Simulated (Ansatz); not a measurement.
The compound is KCrF3 (cubic perovskite) (Pm-3m).

The structure was built from a prototype and need not be the compound's stable phase.

```cif
data_structure
_symmetry_space_group_name_H-M 'P 1'
_symmetry_Int_Tables_number 1
_cell_length_a 3.9009
_cell_length_b 3.9009
_cell_length_c 3.9009
_cell_angle_alpha 90.000
_cell_angle_beta 90.000
_cell_angle_gamma 90.000
_cell_volume 59.36
loop_
_atom_site_label
_atom_site_type_symbol
_atom_site_fract_x
_atom_site_fract_y
_atom_site_fract_z
_atom_site_occupancy
K1 K 0.00000 0.00000 0.00000 1
Cr2 Cr 0.50000 0.50000 0.50000 1
F3 F 0.50000 0.50000 0.00000 1
F4 F 0.50000 0.00000 0.50000 1
F5 F 0.00000 0.50000 0.50000 1
```

The structure was relaxed with LDA. The structure type comes from a generator and need not be one that this composition takes. The structure was generated from a model, not taken from a measurement. The runs that relaxed it are not among those shown. The program's search for lower electronic states was switched off, so nothing shows that the state found is the lowest. PAW set soft_2, made with PBE.

A constrained-RPA run (Ansatz 0.2.0; non-magnetic LDA; Cr d + anion p, bands v11 to c3, 4×4×4 mesh, medium accuracy) builds 14 functions on bands 13 eV wide, with 22.0 electrons in the window. The bare on-site interaction is 20.7 eV and the bare J 0.72 eV.

Question: What U and J survive the screening?

On the Cr d shell, U = 9.58 eV (46 % of the bare value), U′ = 8.38 eV, J = 0.60 eV.

The parent state is non-magnetic and the interaction static (zero frequency); U depends on the window and the orbitals, so it belongs to this model alone. A window that holds the anion p bands defines a model with explicit ligands; its U belongs to that model and is not the U of DFT+U.

[Paths, hosts, dates, memory and timing lines, banners, echoed tables and standing remarks are left out of the program output.]

[Logs are printed without paths, hosts, clocks, repeated set-up lines and the standing remarks that a program may print on its own settings, such as how far it seeks lower states.]

[Runs of the session that timed out or met a known fault of the program may be left out.]

[Hosts, paths, dates, database ids (printed as entryN), source tags and the programs' standing remarks are cut or masked in the printed files.]
